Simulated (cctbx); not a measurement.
## What is wrong with this refinement?

Cell a = 7.2370 Å, b = 4.3880 Å, c = 7.8210 Å, α = 90.00°, β = 90.00°, γ = 90.00°; space group Pnma (no. 62).

Simulated single-crystal data (cctbx): synchrotron X-rays, λ = 0.7749 Å, to d = 0.75 Å, 80 % of the full sphere, strongest reflection 5000 counts, noise from counting, a 6 % proportional error and a noise floor of 4 counts (s.d.); no absorption.

An isotropic refinement with weights 1/σ² prints:

```text
Rint 0.058, 344 unique reflections to 0.75 A
cycle     R1     wR2    GooF  max shift (A)
   1  0.4992  0.8320  14.596   0.08119
  12  0.0233  0.0843   1.479   0.00399
final R1 0.0303 wR2 0.1674 GooF 2.937  parameters 13  data/parameter 26.5
atom        x        y        z      Ueq    occ   su(xyz)  su(Uiso or U11)
Pb1    0.51184  0.25000  0.19906   0.0065  1.000  0.00026  0.0006
Pt1    0.19971  0.75000  0.08746   0.0059  1.000  0.00025  0.0006
Sb1    0.80874  0.75000  0.09080   0.0088  1.000  0.00047  0.0007
Sb2    0.84627  0.50760  0.48525   0.7116  1.000  0.01172  0.0241
difference map: max 5.57 min -4.06 rms 1.13
Q1    0.0120  0.2500  0.3011    4    5.79  0.00 A from Pb1
Q2    0.2006  0.7500  0.0901    4    4.67  0.02 A from Pt1
Q3    0.1865  0.2500  0.8962    4    4.17  0.11 A from Sb1
Q4    0.2231  0.6525  0.7059    8    3.77  1.73 A from Sb2
Q5    0.1313  0.2500  0.7522    4    3.08  1.30 A from Sb1
Q6    0.0139  0.7500  0.5887    4    2.90  0.88 A from Pb1
```

**Question.** Can this result stand? If not, what is the likely fault?

Mend it. The fault: spurious atom: Sb2. Against the right model at the same level, R1 goes from 0.0219 to 0.0303 and GooF from 0.95 to 2.94 and Sb2 takes U = 0.71 Å². A site with no density behind it hides by a very large U or drifts. The fit had not settled when the cycles ran out.

The compound is SbPtPb. The right model at the same level gives:

```text
Rint 0.058, 344 unique reflections to 0.75 A
cycle     R1     wR2    GooF  max shift (A)
   1  0.1514  0.3465   6.042   0.08311
   2  0.0219  0.0543   0.947   0.00001
final R1 0.0219 wR2 0.0543 GooF 0.947  parameters 9  data/parameter 38.2
atom        x        y        z      Ueq    occ   su(xyz)  su(Uiso or U11)
Pb1    0.51183  0.25000  0.19904   0.0066  1.000  0.00008  0.0002
Pt1    0.19976  0.75000  0.08747   0.0061  1.000  0.00008  0.0002
Sb1    0.80868  0.75000  0.09079   0.0089  1.000  0.00015  0.0002
difference map: max 3.17 min -2.50 rms 0.73
Q1    0.2206  0.6484  0.7017    8    3.33  1.74 A from Pb1
Q2    0.9872  0.2500  0.4136    4    3.18  0.90 A from Pb1
Q3    0.2469  0.2500  0.4404    4    2.56  1.21 A from Pt1
Q4    0.1974  0.2500  0.1212    4    2.41  1.66 A from Sb1
Q5    0.1313  0.2500  0.7488    4    2.18  1.33 A from Sb1
Q6    0.1219  0.2500  0.5018    4    2.10  1.45 A from Pt1
```

The model is made up (kin elements in a known structure type, no relaxation), so it says nothing on whether the phase exists.

[Middle refinement cycles are left out of these outputs.]

[Logs are printed without paths, hosts, clocks, repeated set-up lines and the standing remarks that a program may print on its own settings, such as how far it seeks lower states.]
